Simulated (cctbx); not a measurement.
## Reading a Patterson map

Space group P6_3/mcm (no. 193), a = 9.2000 Å, b = 9.2000 Å, c = 6.3230 Å, α = 90.00°, β = 90.00°, γ = 120.00°, content Pb6 Tl10.

Simulated single-crystal data (cctbx): Ga Kα, λ = 1.3414 Å, to d = 0.83 Å, 70 % of the full sphere, strongest reflection 70000 counts, noise from counting, a 6 % proportional error and a noise floor of 4 counts (s.d.); no absorption.

Patterson synthesis, origin scaled to 1000:

```text
Patterson group P 6/m m m
      u       v       w   height  length (A)
  0.000   0.000   0.000   1000.0     0.00
  0.246   0.623   0.500    257.1     5.92
  0.000   0.000   0.500    212.9     3.16
  0.000   0.235   0.500    188.5     3.83
  0.241   0.481   0.000    133.0     3.83
  0.000   0.168   0.500    128.9     3.52
  0.085   0.409   0.249    118.9     3.78
  0.146   0.386   0.000    118.0     3.10
  0.000   0.371   0.000    117.6     3.41
  0.000   0.500   0.500    115.0     5.58
  0.231   0.615   0.000    111.4     4.95
  0.000   0.385   0.500    111.1     4.75
  0.067   0.356   0.250    105.3     3.40
  0.210   0.420   0.000    101.6     3.35
```

Q: Assign the vectors.

A peak at u stands for all pairs with xi − xj = u, with weight Σ ZiZj against Σ Z² = 105954 at the origin. Peak heights follow these weights only roughly, since form factors, motion and series ripples differ, all vectors within 0.55 Å of a peak are counted as merged into it though the farther ones add only part of their weight, and F(000) is left out, which lowers the whole map:

| u | v | w | shortest length (Å) | height | 1000 ΣZiZj/ΣZ² | pairs in the cell |
| --- | --- | --- | --- | --- | --- | --- |
| 0.246 | 0.623 | 0.500 | 5.92 | 257 | 251 | 4 × Pb–Tl |
| 0.000 | 0.000 | 0.500 | 3.16 | 213 | 248 | 4 × Tl–Tl |
| 0.000 | 0.235 | 0.500 | 3.83 | 188 | 187 | 2 × Tl–Tl, 1 × Pb–Pb |
| 0.241 | 0.481 | 0.000 | 3.83 | 133 | 124 | 2 × Tl–Tl |
| 0.000 | 0.168 | 0.500 | 3.52 | 129 | 189 | 2 × Pb–Tl, 1 × Pb–Pb |
| 0.085 | 0.409 | 0.249 | 3.78 | 119 | 124 | 2 × Tl–Tl |
| 0.146 | 0.386 | 0.000 | 3.11 | 118 | 125 | 2 × Pb–Tl |
| 0.000 | 0.371 | 0.000 | 3.41 | 118 | 125 | 2 × Pb–Tl |
| 0.000 | 0.500 | 0.500 | 5.58 | 115 | 124 | 2 × Tl–Tl |
| 0.231 | 0.615 | 0.000 | 4.95 | 111 | 127 | 2 × Pb–Pb |

The table stops at ten peaks or at a height of 45, below which ripples compete. In the model behind the data Pb, the heaviest element, has 1 independent site: (0, 0.3890, 3/4), up to an allowed shift of origin; the Pb–Pb vectors are differences of these positions and their symmetry mates. Elements of similar Z can't be told apart from the map alone. The whole model:

```csv
atom,mult.,x,y,z,Ueq (Å²)
Pb1,6,0,0.3890,3/4,0.0180
Tl1,6,0,0.7586,3/4,0.0112
Tl2,4,1/3,2/3,1/2,0.0225
```

This is a model crystal, built by substitution and not relaxed, with assumed displacement parameters.

[Logs are printed without paths, hosts, clocks, repeated set-up lines and the standing remarks that a program may print on its own settings, such as how far it seeks lower states.]
